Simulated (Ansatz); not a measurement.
# A convergence test on Sr2SiS4 (P2_1/m): k mesh of the hybrid

Aim: see how gap, energy and time of Sr2SiS4 (P2_1/m) follow the k mesh of the hybrid.

Calculated with Ansatz 0.2.0; DFT, HSE06, plane waves, PAW.

## (1) The starting structure

The structure is monoclinic, space group P2_1/m (No. 11). Conventional cell: a = 6.609 Å, b = 6.660 Å, c = 8.262 Å, α = 90.00°, β = 108.22°, γ = 90.00°. Sr has 9 S at 2.96 to 3.80 Å and 4 Si at 3.51 to 3.93 Å nearest. Nearest to Sr lie 8 S at 3.04 to 3.46 Å and 3 Si at 3.71 to 3.89 Å. Nearest to Si lie 4 S at 2.12 to 2.13 Å and 7 Sr at 3.51 to 3.93 Å. S has 1 Si at 2.12 Å and 5 Sr at 3.03 to 3.80 Å nearest. Nearest to S lie 1 Si at 2.13 Å and 4 Sr at 2.96 to 3.46 Å. Nearest to S lie 1 Si at 2.12 Å and 4 Sr at 3.01 to 3.13 Å. Farther neighbours, and contacts between anions beyond the nearest, are not listed.

The cell and positions are those that the Materials Project relaxed with its own functionals (PBE, PBE+U or r2SCAN), kept fixed. The default PAW set here is soft_2. Its files were made with PBE.

## (2) k mesh of the hybrid: 2×2×2

input.yaml

```yaml
crystal:
  lattice:
    - [6.6087392105, 0.0, 0.0]
    - [0.0, 6.65954238, 0.0]
    - [-2.5827482587, 0.0, 7.848229828]
  atoms:
    - { symbol: Sr, position: [0.2836712, 0.75, 0.95180912] }
    - { symbol: Sr, position: [0.7163288, 0.25, 0.04819088] }
    - { symbol: Sr, position: [0.2248299, 0.75, 0.42926377] }
    - { symbol: Sr, position: [0.7751701, 0.25, 0.57073623] }
    - { symbol: Si, position: [0.72130103, 0.75, 0.7968462] }
    - { symbol: Si, position: [0.27869897, 0.25, 0.2031538] }
    - { symbol: S, position: [0.88645343, 0.75, 0.06157594] }
    - { symbol: S, position: [0.11354657, 0.25, 0.93842406] }
    - { symbol: S, position: [0.91690048, 0.75, 0.63566798] }
    - { symbol: S, position: [0.08309952, 0.25, 0.36433202] }
    - { symbol: S, position: [0.51038414, 0.50196672, 0.7372482] }
    - { symbol: S, position: [0.48961586, 0.00196672, 0.2627518] }
    - { symbol: S, position: [0.48961586, 0.49803328, 0.2627518] }
    - { symbol: S, position: [0.51038414, 0.99803328, 0.7372482] }
kpoints:
  mp_grid: { grid: [2, 2, 2] }
  band_path:
    path:
      - [0.0, 0.0, 0.0]
      - [0.0, 0.5, 0.0]
      - [0.0, 0.5, 0.5]
      - [0.0, 0.0, 0.5]
      - [-0.5, 0.0, 0.5]
      - [-0.5, 0.5, 0.5]
      - [-0.5, 0.5, 0.0]
      - [-0.5, 0.0, 0.0]
    npoints: 1
hamiltonian:
  xc: hse06
scf:
  occupations: { method: fixed }
  n_extra_bands: 8
output:
  eigenvalues: true
```

Command:

```console
$ ansatz run input.yaml --threads 24 --pin off --max-ram 82944MiB --backend cuda --events-out ev --progress --plain --runs-dir out --devices 1 --max-vram 78GiB
```

Standard output:

```text
scf.n_extra_bands = 8 over 48 filled bands (N_el = 96.0): the run solves 56 bands
GPUs: using 1 of 1 available (devices: 1).
Engine: ansatz 0.2.0, aarch64-unknown-linux-gnu
Pseudopotentials: kind: paw
Pseudopotential: Sr, paw, valence charge 10, recommended cutoff 420 eV (normal), Sr.paw.azcp
Pseudopotential: Si, paw, valence charge 4, recommended cutoff 420 eV (normal), Si.paw.azcp
Pseudopotential: S, paw, valence charge 6, recommended cutoff 420 eV (normal), S.paw.azcp
Functional definition: HSE06
  parameter a = 0.25
  parameter omega = 0.11/bohr
  exchange = pbe_x - a*pbe_x_sr(omega) + a*exact_x_sr(omega)
  correlation = pbe_c
davidson cushion auto → on  (no smearing: the cushion is to keep the highest requested band from converging to the state above it; pin scf.eigensolver.cushion to override)
[...]
Crystal: 14 atoms, lattice volume = 345.410 Å³
Basis set: ecut = 420 eV, 6751 PW (Γ)
Bands: 56, of which v1, the nominal top of the filled ones, is band 48 counted from 1 (47 counted from 0)
Symmetry: 4 space group operations
Space group: P21/m (ITA 11), of the structure as read, at distance tolerance 7.0e-5 Å
k-points: 8
Non-local potential: Sr, projectors of the file, l = 0: 3, l = 1: 2, l = 2: 2
Non-local potential: Si, projectors of the file, l = 0: 2, l = 1: 2, l = 2: 2
Non-local potential: S, projectors of the file, l = 0: 2, l = 1: 2, l = 2: 2
PAW form: soft (Blöchl's): semilocal exchange-correlation on the pseudo side does not see the compensation charge
PAW frozen core: Sr, regenerated for the run's functional, and the local potential with it (the file was generated under x = pbe(κ = 0.804, μ = 0.219515), c = pbe(β = 0.066725))
PAW frozen core: Si, regenerated for the run's functional, and the local potential with it (the file was generated under x = pbe(κ = 0.804, μ = 0.219515), c = pbe(β = 0.066725))
PAW frozen core: S, regenerated for the run's functional, and the local potential with it (the file was generated under x = pbe(κ = 0.804, μ = 0.219515), c = pbe(β = 0.066725))
PAW one-centre angular grid: Sr, 110 points (default); XC on 64 Gauss nodes
PAW one-centre angular grid: Si, 110 points (default); XC on 64 Gauss nodes
PAW one-centre angular grid: S, 110 points (default); XC on 64 Gauss nodes
Initial density: superposition of atomic densities (neutral atoms: chi_scale 0, normalization atom), corrected by the library's trained network
Initial wavefunctions: pseudopotential atomic-orbital guess
[...]
Functional: x = pbe(κ = 0.804, μ = 0.219515), c = pbe(β = 0.066725), warm-up for x = pbe(κ = 0.804, μ = 0.219515) + 0.25 (exact − pbe) at short range (hse, ω = 0.207870 Å⁻¹), c = pbe(β = 0.066725); HSE06 as pw.x's `hse` composes it (authors' and Libxc's form: `xc: wpbeh`)
SCF iter   1: F=—  HF=-22687.066743 eV  |F-HF|=—  |Δ(HF+E_count)|=         —  Δρ=1.25e-3  dr2=5.12e-3  ethr=1.77e-3  ⟨swp⟩=13.8  Hψ=2392  notcnv=0
preconditioner: auto → none  [insulator: Δε(μ)=2.958 eV  Ē_g=11.948 eV  n_scr=64 (ndim 8)  ℏωp=18.7 eV  f_vac=0.008]
SCF iter   2: F=—  HF=-22687.070264 eV  |F-HF|=—  |Δ(HF+E_count)|=   3.52e-3  Δρ=5.99e-4  dr2=1.37e-3  ethr=5.34e-6  ⟨swp⟩=7.1  Hψ=1796  notcnv=0
SCF iter   3: F=-22687.071051 eV  HF=-22687.070764 eV  |F-HF|=2.87e-4  |Δ(HF+E_count)|=   4.99e-4  Δρ=3.26e-4  dr2=3.95e-4  ethr=1.43e-6  ⟨swp⟩=5.0  Hψ=1328  notcnv=0
SCF 1 stopped early in 3 iterations: F = -22687.071051 eV  dr2 = 3.95e-4
  greatest PAW one-centre occupation: 0.986 electrons in one spin orbital (limit 2), on the Sr atom at site 1 (counted from 0), in its partial waves of l = 0
[...]
Exchange kernel: α = 0.2500, screened, ω = 0.2079 Å⁻¹, Wigner–Seitz truncation, v(0) = 1015.7776 eV·Å³, q-mesh 2×2×2, nearest image of the exchange supercell L = 13.22 Å, pair-density grid 30×30×36, without the augmentation charges, whose exchange is taken in its separable form by FFT convolution over the k-point mesh (sized by the pseudopotential files, 45×45×54 at the most), smooth part of the exact exchange by density-matrix convolution in up to 4.04 GiB of GPU memory as planned if the GPU has room (build and FFT work areas not counted)
Frozen-core exchange: fock
SCF iter   1: F=—  HF=-22703.882302 eV  |F-HF|=—  |Δ(HF+E_count)|=         —  Δρ=3.10e-3  dr2=3.88e-2  ethr=4.11e-6  ⟨swp⟩=7.9  Hψ=2419  notcnv=0
preconditioner: auto → none  [insulator: Δε(μ)=3.991 eV  Ē_g=13.630 eV  n_scr=64 (ndim 8)  ℏωp=18.7 eV  f_vac=0.008]
SCF iter   2: F=—  HF=-22703.869119 eV  |F-HF|=—  |Δ(HF+E_count)|=   1.32e-2  Δρ=1.42e-3  dr2=7.51e-3  ethr=4.11e-6  ⟨swp⟩=4.1  Hψ=1586  notcnv=0
[...]
SCF iter   6: F=-22703.892979 eV  HF=-22703.892986 eV  |F-HF|=7.42e-6  |Δ(HF+E_count)|=   4.97e-5  Δρ=3.20e-5  dr2=1.11e-5  ethr=1.30e-7  ⟨swp⟩=4.0  Hψ=1304  notcnv=0
SCF 2 stopped early in 6 iterations: F = -22703.892979 eV  dr2 = 1.11e-5
  greatest PAW one-centre occupation: 0.987 electrons in one spin orbital (limit 2), on the Sr atom at site 0 (counted from 0), in its partial waves of l = 0
hybrid outer 1: dexx = +2.990e-2 eV, tail = 3.82e-5 eV
[...]
Exchange kernel: α = 0.2500, screened, ω = 0.2079 Å⁻¹, Wigner–Seitz truncation, v(0) = 1015.7776 eV·Å³, q-mesh 2×2×2, nearest image of the exchange supercell L = 13.22 Å, pair-density grid 30×30×36, without the augmentation charges, whose exchange is taken in its separable form by FFT convolution over the k-point mesh (sized by the pseudopotential files, 45×45×54 at the most), smooth part of the exact exchange by density-matrix convolution in up to 4.04 GiB of GPU memory as planned if the GPU has room (build and FFT work areas not counted)
Frozen-core exchange: fock
SCF iter   1: F=—  HF=-22703.892874 eV  |F-HF|=—  |Δ(HF+E_count)|=         —  Δρ=2.51e-5  dr2=2.09e-6  ethr=1.99e-7  ⟨swp⟩=3.8  Hψ=1113  notcnv=0
[...]
SCF iter   2: F=—  HF=-22703.892873 eV  |F-HF|=—  |Δ(HF+E_count)|=   2.93e-7  Δρ=1.22e-5  dr2=4.47e-7  ethr=1.98e-9  ⟨swp⟩=5.1  Hψ=1443  notcnv=0
SCF iter   3: F=—  HF=-22703.892874 eV  |F-HF|=—  |Δ(HF+E_count)|=   8.47e-7  Δρ=4.96e-6  dr2=2.04e-7  ethr=3.19e-10  ⟨swp⟩=5.8  Hψ=1499  notcnv=0  defer=30
iter 4 solved again at ethr=4.23e-12 eV; its pass at ethr=2.01e-10 eV (dr2=4.06e-9 eV) is discarded
SCF iter   4: F=-22703.892874 eV  HF=-22703.892874 eV  |F-HF|=3.21e-9  |Δ(HF+E_count)|=   5.52e-8  Δρ=8.13e-7  dr2=5.17e-9  ethr=4.23e-12  ⟨swp⟩=3.9  Hψ=2371  notcnv=0
SCF 3 converged in 4 iterations: F = -22703.892874 eV  dr2 = 5.17e-9
[...]
hybrid outer 2: dexx = +1.179e-6 eV, tail = 1.82e-8 eV, Δε = 9.20e-4 eV (about 2.12e-5 eV left of the loop's levels)
the search or the solves at the SCF's close seem to have found levels that the self-consistency loop had missed (the run counts 1). By its estimate they hold under 1e-12 electrons; where the run keeps them, the occupations were computed again with them
[...]
NSCF: frozen V_eff on 8 k-points
hybrid SCF converged: 2 outer / 10 inner (+3 warm-up), last move |dexx| = 1.18e-6 eV, tail = 1.82e-8 eV
Stability not checked: this state was not tested for a lower state beside it, because the functional holds exact exchange (a hybrid, or Hartree-Fock), whose exchange loop this test does not read (fock_operator; see scf.lower_state_search)
Free energy (F): -22703.892874 eV
Frozen-core exchange: fock
Harris-Foulkes:  -22703.892874 eV  (|F-HF|=3.21e-9)
Internal energy: -22703.892874 eV  (E = F + TS)
E sigma→0 (E₀):  -22703.892874 eV
Fermi energy:    4.877198 eV
--- Per-component energies (eV) ---
  E_band       = -556.492155
  E_kinetic    = 1927.471066
  E_local      = -3756.539789  (includes V_loc(G=0)·N_el)
  E_nonlocal   = 1078.631173
  E_hartree    = 992.479145
  E_xc         = -1274.290222
  E_vxc        = -1164.071500  (∫ρ·V_xc dr)
  E_exx        = -197.116135  (= α·E_x^exact, valence–valence)
  E_paw        = -16739.876673  (= ΣΔE_a)
  E_vpaw       = -232.709263  (= ΣTr[D̂ρ^β])
  E_aug_tail   = 0.000019  (compensation charges beyond the density's cutoff)
  E_ewald      = -4732.298378
  E_core_change = -2.353081  (= ΣΔE_core)
  E_smearing   = -0.000000  (= −TS)
  E_closure    = -0.000000  (closes the sum)
  Σ components = -22703.892874   (vs F -22703.892874, Δ=0.00e0)
--- Band table (eV; the first three rows and the last of 8) ---
  k-point 0: bands = [... 44 lower, 4.3491, 4.5239, 4.6354, 4.8772, 9.3213, 9.5802, 9.7065, 9.9642, ... 4 higher]
  k-point 1: bands = [... 44 lower, 4.2299, 4.3966, 4.5942, 4.7647, 9.5337, 9.7944, 9.8286, 9.9958, ... 4 higher]
  k-point 2: bands = [... 44 lower, 4.0198, 4.0198, 4.4657, 4.4657, 9.7451, 9.7451, 10.1976, 10.1976, ... 4 higher]
  k-point 7: bands = [... 44 lower, 4.1331, 4.1331, 4.2415, 4.2415, 10.1882, 10.1882, 10.2957, 10.2957, ... 4 higher]
```

Elapsed: 6.3 s, on 1 × NVIDIA GB200 (shared by 2 runs) with 24 threads of Arm Neoverse V2, shared host; peak memory 1.5 GiB.

Read from the output:

| Quantity | Value |
| --- | --- |
| gap | 3.967 eV |
| valence top at | Γ |
| conduction bottom at | Y_2 |
| least direct gap | 4.171 eV |
| exact-exchange fraction | 0.25 |

The gap is indirect, with the least direct gap 0.20 eV higher.

## (3) k mesh of the hybrid: 4×4×2

input.yaml: that of step 2 with these lines changed.

```diff
@@ -21,3 +21,3 @@
 kpoints:
-  mp_grid: { grid: [2, 2, 2] }
+  mp_grid: { grid: [4, 4, 2] }
   band_path:
```

Standard output:

```text
[...]
GPUs: using 1 of 1 available (devices: 1).
[...]
Crystal: 14 atoms, lattice volume = 345.410 Å³
Basis set: ecut = 420 eV, 6751 PW (Γ)
Bands: 56, of which v1, the nominal top of the filled ones, is band 48 counted from 1 (47 counted from 0)
[... 1 set-up line as in the run before ...]
[...]
k-points: 18 of 32
[...]
Fermi energy:    4.876031 eV
[...]
--- Band table (eV; the first three rows and the last of 18) ---
  k-point 0: bands = [... 44 lower, 4.3454, 4.5281, 4.6398, 4.8760, 9.3172, 9.5739, 9.7033, 9.9605, ... 4 higher]
  k-point 1: bands = [... 44 lower, 4.2287, 4.3976, 4.5975, 4.7671, 9.5313, 9.7915, 9.8243, 9.9930, ... 4 higher]
  k-point 2: bands = [... 44 lower, 4.2434, 4.2759, 4.3633, 4.5644, 9.5304, 9.7770, 9.9742, 10.1076, ... 4 higher]
  k-point 17: bands = [... 44 lower, 4.1280, 4.1280, 4.2367, 4.2367, 10.1862, 10.1862, 10.2949, 10.2949, ... 4 higher]
[key lines of the parts left out:]
Free energy (F): -22703.979241 eV
```

It took 12 s on 1 × NVIDIA GB200 (shared by 2 runs) with 24 threads; peak memory 2.1 GiB.

Numbers from this step:

```
gap                  : 3.967 eV
valence top at       : Γ
conduction bottom at : Y_2
least direct gap     : 4.166 eV
```

The gap is 3.967 eV, as in the run before at this level.

## (4) The series

Differences are against the last row; a negative gap means that bands overlap, and a run with a band path holds that path's time. Times are wall times on 1 × NVIDIA GB200 (shared by 2 runs) with 24 threads of Arm Neoverse V2, shared host, good to a factor of about two.

| k mesh of the hybrid | gap (eV) | direct gap (eV) | gap error (eV) | energy error (meV/atom) | irreducible k | time |
| --- | --- | --- | --- | --- | --- | --- |
| 2×2×2 | 3.967 | 4.171 | −0.0004 | +6.2 | 8 | 6.3 s |
| 4×4×2 | 3.967 | 4.166 | +0.000 | +0.0 | 18 | 12 s |

## (5) Summary of results

```
2×2×2 : 3.967 eV
4×4×2 : 3.967 eV
```

What this shows: The gap holds to 0.02 eV from 2×2×2 on, the cheapest setting tried. At 2×2×2 the gap is off by −0.0004 eV and the energy by +6 meV/atom. The gap is read over the mesh and added points near the edges, so meshes differ mainly through the density and, for a hybrid, the exchange operator.

[Long decimals in the printed logs are rounded to 6 places.]

[Logs are printed without paths, hosts, clocks, repeated set-up lines and the standing remarks that a program may print on its own settings, such as how far it seeks lower states.]

[Paths, hosts, dates, memory and timing lines, banners, echoed tables and standing remarks are left out of the program output; an Ansatz launch command may be rebuilt from the run's recorded settings. Measured values are a selection of at most five: reports struck by readers or far from the other reports are left out. None is set beside runs whose start may be inverted or whose files or cutoffs have a known fault.]

[Runs of the session that timed out or met a known fault of the program may be left out.]

[Cells called generated may have been cut or substituted from an entry of the Crystallography Open Database or the Materials Project.]

[Hosts, paths, dates, database ids (printed as entryN), source tags and the programs' standing remarks are cut or masked in the printed files.]

[Where the starting crystal was built by hand or by swapping elements, it need not be the compound's stable phase.]
